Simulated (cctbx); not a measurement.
## NbFeI6 with cctbx, script by script

Library: cctbx 2025.11. The data are simulated by the first script.

## 1. Simulate the data

run.py:

```python
from cctbx import adptbx, crystal, miller, sgtbx, xray
from cctbx.array_family import flex
from iotbx.shelx import hklf
from scitbx import matrix
import scitbx.random

cs = crystal.symmetry(unit_cell=(8.046, 8.046, 20.583, 90, 90, 120), space_group_symbol='Hall: -R 3')  # R-3
atoms = [  # label, site, U (iso, or U11 U22 U33 U12 U13 U23 in A^2), occupancy
    ("I1", (0.26287, 0.91123, 0.09043), 0.0027, 1),
    ("Nb1", (1/3, 2/3, 0.16667), 0.0029, 0.6),
    ("Fe1", (1/3, 2/3, 0.16667), 0.0029, 0.4),
    ("Fe2", (0, 0, 0), 0.0029, 0.6),
    ("Nb2", (0, 0, 0), 0.0029, 0.4),
]
xs = xray.structure(crystal_symmetry=cs)
for label, site, u, occ in atoms:
    u = adptbx.u_cif_as_u_star(cs.unit_cell(), u) if isinstance(u, tuple) else u
    xs.add_scatterer(xray.scatterer(label, site=site, u=u, occupancy=occ))
xs.set_inelastic_form_factors(1.54184, "sasaki")
xs.show_summary()
p1 = xs.expand_to_p1()
ms = miller.build_set(p1, anomalous_flag=True, d_min=0.8)
flex.set_random_seed(298754)
scitbx.random.set_random_seed(298754)
ms = ms.select(flex.random_double(ms.size()) < 0.7)
i = ms.structure_factors_from_scatterers(p1, algorithm="direct").f_calc().as_intensity_array().data()
i = i / flex.sqrt(1 + 0.3 * i / flex.max(i))  # extinction
i = i * 70000 / flex.max(i)
sig = flex.sqrt(i + flex.pow2(0.04 * i) + 15 ** 2)
noise = scitbx.random.variate(scitbx.random.normal_distribution())(i.size())
data = ms.array(data=i + sig * noise, sigmas=sig).set_observation_type_xray_intensity()
with open("data.hkl", "w") as f:
    data.export_as_shelx_hklf(f)
print("reflections written:", data.size(), " <I/sigma> = %.1f" % flex.mean(data.data() / data.sigmas()))
for h, a, b in list(data.sort("data"))[:12]:
    print("%4d%4d%4d %9.1f %7.1f" % (h + (a, b)))
```

```console
$ python run.py
```

```text
Number of scatterers: 5
At special positions: 4
Unit cell: (8.046, 8.046, 20.583, 90, 90, 120)
Space group: R -3 :H (No. 148)
reflections written: 6559  <I/sigma> = 6.7
   0   0  12   73297.3  2812.5
   2   0  -4   61336.4  2439.1
   0   0   6   59367.8  2347.6
  -3  -1   1   58580.1  2183.7
   0  -5  -4   56928.2  2235.0
   1  -4  -1   56668.0  2183.7
   2  -2   4   55874.2  2439.1
  -4   3  -1   55226.2  2183.7
   3   1  -1   53757.7  2183.7
  -4   3  14   53680.4  2049.6
   4  -3   1   53138.7  2183.7
  -7   2   0   53069.0  2060.6
```

Run time: 0.27 s on 1 thread of Arm Neoverse V2 (shared host), peak memory 0.07 GiB.

## 2. Refinement

run.py:

```python
import math
from cctbx import adptbx, crystal, maptbx, sgtbx, xray
from cctbx.array_family import flex
from cctbx.xray import observations
from iotbx.shelx import hklf
from scitbx.lstbx import normal_eqns_solving
from smtbx import absolute_structure, utils
from smtbx.refinement import constraints, least_squares

cs = crystal.symmetry(unit_cell=(8.046, 8.046, 20.583, 90, 90, 120), space_group_symbol='Hall: -R 3')  # R-3
atoms = [  # label, site, U (iso, or U11 U22 U33 U12 U13 U23 in A^2), occupancy
    ("I1", (0.26287, 0.91123, 0.09043), 0.0200, 1),
    ("Nb1", (1/3, 2/3, 0.16667), 0.0200, 1),
    ("Fe2", (0, 0, 0), 0.0200, 1),
]
xs = xray.structure(crystal_symmetry=cs)
for label, site, u, occ in atoms:
    u = adptbx.u_cif_as_u_star(cs.unit_cell(), u) if isinstance(u, tuple) else u
    xs.add_scatterer(xray.scatterer(label, site=site, u=u, occupancy=occ))
xs.set_inelastic_form_factors(1.54184, "sasaki")
xs.convert_to_anisotropic()
raw = hklf.reader(file_name="data.hkl").as_miller_arrays(crystal_symmetry=cs, anomalous=True)[0]
merged = raw.eliminate_sys_absent().merge_equivalents()
fo2 = merged.array().set_observation_type_xray_intensity()
print("Rint %.3f, %d unique reflections to %.2f A" % (merged.r_int(), fo2.size(), fo2.d_min()))
for sc in xs.scatterers():
    sc.flags.set_grad_site(True)
    sc.flags.set_grad_u_aniso(sc.flags.use_u_aniso())
    sc.flags.set_grad_u_iso(sc.flags.use_u_iso())
obs = fo2.as_xray_observations()
extra = {}
rep = constraints.reparametrisation(xs, [], utils.connectivity_table(xs), **extra)
ls = least_squares.crystallographic_ls(obs, rep, weighting_scheme=least_squares.mainstream_shelx_weighting(a=0, b=0))
print("cycle     R1     wR2    GooF  max shift (A)")
for cycle in range(12):
    ls.build_up()
    r1, wr2, goof = ls.r1_factor(cutoff_factor=2)[0], ls.wR2(), ls.goof()
    old = xs.sites_cart()
    normal_eqns_solving.levenberg_marquardt_iterations(ls, n_max_iterations=3, tau=1e-06, step_threshold=1e-7)
    big = flex.max((xs.sites_cart() - old).norms())
    print("%4d %7.4f %7.4f %7.3f %9.5f" % (cycle + 1, r1, wr2, goof, big))
    ls.build_up(objective_only=True)
    if abs(ls.wR2() - wr2) < 5e-5 and big < 5e-4:
        break
ls.build_up()
print("final R1 %.4f wR2 %.4f GooF %.3f  parameters %d  data/parameter %.1f" % (ls.r1_factor(cutoff_factor=2)[0], ls.wR2(), ls.goof(), ls.n_parameters, fo2.size() / ls.n_parameters))
cov = ls.covariance_matrix_and_annotations()
su = dict(zip(cov.annotations, (math.sqrt(max(v, 0)) for v in cov.matrix.matrix_packed_u_diagonal())))
a2 = cs.unit_cell().reciprocal_parameters()[0] ** -2
print("atom        x        y        z      Ueq    occ   su(xyz)  su(Uiso or U11)")
for sc in xs.scatterers():
    s = max(su.get(sc.label + k, 0) for k in (".x", ".y", ".z"))
    npd = "" if sc.is_positive_definite_u(cs.unit_cell()) else "  NPD"
    print("%-5s %8.5f %8.5f %8.5f %8.4f %6.3f %8.5f %7.4f%s" % ((sc.label,) + sc.site + (sc.u_iso_or_equiv(cs.unit_cell()), sc.occupancy, s, su.get(sc.label + ".uiso", su.get(sc.label + ".u11", 0) * a2), npd)))
fo = fo2.f_sq_as_f()
fc = fo.structure_factors_from_scatterers(xs, algorithm="direct").f_calc()
diff = fo.f_obs_minus_f_calc(1 / math.sqrt(ls.scale_factor()), fc).average_bijvoet_mates()
m = diff.fft_map(symmetry_flags=maptbx.use_space_group_symmetry, resolution_factor=0.25).apply_volume_scaling()
print("difference map: max %.2f min %.2f rms %.2f" % (m.statistics().max(), m.statistics().min(), m.statistics().sigma()))
peaks = m.peak_search(parameters=maptbx.peak_search_parameters(min_distance_sym_equiv=0.6, max_clusters=6)).all()
near = xs.closest_distances(peaks.sites(), distance_cutoff=4)
sps = cs.special_position_settings(min_distance_sym_equiv=0.5)
for k, (x, h) in enumerate(zip(peaks.sites(), peaks.heights())):
    ss = sps.site_symmetry(x)
    print("Q%-3d %7.4f %7.4f %7.4f %4d %7.2f  %.2f A from %s" % ((k + 1,) + tuple(t % 1 for t in ss.exact_site()) + (ss.multiplicity(), h, near.smallest_distances[k], xs.scatterers()[near.i_seqs[k]].label)))
```

```console
$ python run.py
```

```text
Rint 0.029, 527 unique reflections to 0.80 A
cycle     R1     wR2    GooF  max shift (A)
   1  0.1575  0.3689  14.822   0.00046
   2  0.0269  0.0930   3.736   0.00000
final R1 0.0269 wR2 0.0930 GooF 3.736  parameters 13  data/parameter 40.5
atom        x        y        z      Ueq    occ   su(xyz)  su(Uiso or U11)
I1     0.26288  0.91121  0.09041   0.0017  1.000  0.00005  0.0003
Nb1    0.33333  0.66667  0.16667   0.0127  1.000  0.00000  0.0005
Fe2    0.00000  0.00000  0.00000  -0.0136  1.000  0.00000  0.0005  NPD
difference map: max 4.51 min -5.25 rms 0.38
Q1    0.0000  0.0000  0.0000    3    4.56  0.00 A from Fe2
Q2    0.0370  0.8838  0.4950   18    0.74  1.12 A from Nb1
Q3    0.0840  0.2439  0.7183   18    0.71  2.01 A from I1
Q4    0.0001  0.4384  0.3400   18    0.70  2.20 A from I1
Q5    0.0572  0.1511  0.9458   18    0.70  1.54 A from Fe2
Q6    0.0432  0.5747  0.6167   18    0.66  1.59 A from I1
```

Time: 0.42 s.

This run holds a fault made on purpose: disorder ignored: each site full, of its main element.

## 3. Refinement (occupancies of the disordered sites free, main element alone)

run.py, as its changes from the last script of this kind:

```diff
@@ -12,3 +12,3 @@
-    ("I1", (0.26287, 0.91123, 0.09043), 0.0200, 1),
-    ("Nb1", (1/3, 2/3, 0.16667), 0.0200, 1),
-    ("Fe2", (0, 0, 0), 0.0200, 1),
+    ("I1", (0.26288, 0.91121, 0.09041), 0.0120, 1),
+    ("Nb1", (1/3, 2/3, 0.16667), 0.0120, 1),
+    ("Fe2", (0, 0, 0), 0.0120, 1),
@@ -29,0 +30 @@
+    sc.flags.set_grad_occupancy(sc.label in ('Nb1', 'Fe2'))
@@ -35 +36 @@
-for cycle in range(12):
+for cycle in range(20):
@@ -54,0 +56,2 @@
+print("su of occupancy Nb1: %.3f" % su["Nb1.occ"])
+print("su of occupancy Fe2: %.3f" % su["Fe2.occ"])
```

```console
$ python run.py
```

```text
Rint 0.029, 527 unique reflections to 0.80 A
cycle     R1     wR2    GooF  max shift (A)
   1  0.1094  0.2959  11.914   0.00005
   2  0.0262  0.0895   3.604   0.00002
   3  0.0257  0.0871   3.505   0.00002
   4  0.0252  0.0847   3.410   0.00002
   5  0.0247  0.0824   3.318   0.00002
   6  0.0242  0.0802   3.228   0.00002
   7  0.0238  0.0781   3.142   0.00002
   8  0.0234  0.0760   3.059   0.00002
   9  0.0229  0.0740   2.979   0.00001
  10  0.0226  0.0721   2.902   0.00001
  11  0.0222  0.0702   2.827   0.00001
  12  0.0218  0.0684   2.755   0.00001
  13  0.0215  0.0667   2.686   0.00001
  14  0.0212  0.0651   2.620   0.00001
  15  0.0208  0.0635   2.556   0.00001
  16  0.0205  0.0620   2.495   0.00001
  17  0.0202  0.0605   2.436   0.00001
  18  0.0200  0.0591   2.379   0.00001
  19  0.0197  0.0578   2.325   0.00001
  20  0.0194  0.0565   2.273   0.00001
final R1 0.0192 wR2 0.0552 GooF 2.224  parameters 15  data/parameter 35.1
atom        x        y        z      Ueq    occ   su(xyz)  su(Uiso or U11)
I1     0.26288  0.91122  0.09042   0.0023  1.000  0.00003  0.0002
Nb1    0.33333  0.66667  0.16667   0.0081  0.902  0.00000  0.0004
Fe2    0.00000  0.00000  0.00000  -0.0089  1.094  0.00000  0.0005  NPD
su of occupancy Nb1: 0.006
su of occupancy Fe2: 0.009
difference map: max 2.09 min -3.06 rms 0.27
Q1    0.0000  0.0000  0.0000    3    2.13  0.00 A from Fe2
Q2    0.0843  0.2433  0.7186   18    0.68  2.01 A from I1
Q3    0.0001  0.4405  0.3400   18    0.63  2.21 A from I1
Q4    0.0569  0.1546  0.9454   18    0.58  1.57 A from Fe2
Q5    0.0427  0.5738  0.6182   18    0.56  1.61 A from I1
Q6    0.0266  0.1740  0.8748   18    0.53  2.19 A from I1
```

Run time: 1.4 s on 1 thread of Arm Neoverse V2, on a shared host, peak memory 0.09 GiB.

[Logs are printed without paths, hosts, clocks, repeated set-up lines and the standing remarks that a program may print on its own settings, such as how far it seeks lower states.]
